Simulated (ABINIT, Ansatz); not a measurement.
Planning a run of ABINIT 10.8.3 on LiCNO (R3m). The input:

```
acell 3*1.0 Angstrom
rprim 
  1.643988180588 0.949157018607 4.762053928800
  -1.643988180588 0.949157018607 4.762053928800
  0.000000000000 -1.898314037214 4.762053928800
ntypat 4
znucl 3 6 7 8
natom 4
typat 1 2 3 4
xred 
  0.005259000000 0.005259000000 0.005259000000
  0.497462000000 0.497462000000 0.497462000000
  0.413960000000 0.413960000000 0.413960000000
  0.583333333333 0.583333333333 0.583333333333
pp_dirpath "pseudos"
pseudos "Li.upf, C.upf, N.upf, O.upf"
ecut 37
ngkpt 6 6 6
nshiftk 1
shiftk 0.11 0.21 0.31
kptopt 3
chksymbreak 0
iscf -2
irdden 1
istwfk *1
nband 25
nbdbuf 4
tolwfr 1e-09
nstep 60
prtvol 0
indata_prefix "in"
outdata_prefix "out"
tmpdata_prefix "tmp"
```

```sh
OMP_NUM_THREADS=1 mpirun -n 4 abinit run.abi > log
```

Q: Estimate wall time and host memory on 4 MPI ranks of Intel Xeon 6975P-C (Granite Rapids), shared host.

It took 1.9 min; on shared hardware allow 56 s to 3.7 min. Peak host memory was 0.62 GiB.

[Paths, hosts, dates, memory and timing lines, banners, echoed tables and standing remarks are left out of the program output.]

[Logs are printed without paths, hosts, clocks, repeated set-up lines and the standing remarks that a program may print on its own settings, such as how far it seeks lower states.]

[Runs of the session that timed out or met a known fault of the program may be left out.]

[Hosts, paths, dates, database ids (printed as entryN), source tags and the programs' standing remarks are cut or masked in the printed files.]

[G0W0 gaps are taken among the corrected bands and points alone; a level outside them can change the order at an edge.]

[Where Ansatz stands beside ABINIT at settings called matched, ABINIT's density can come from a denser mesh and the files from another edition; pairs whose starting gaps differed by over 0.03 eV were left out, so agreement reads better than it is.]
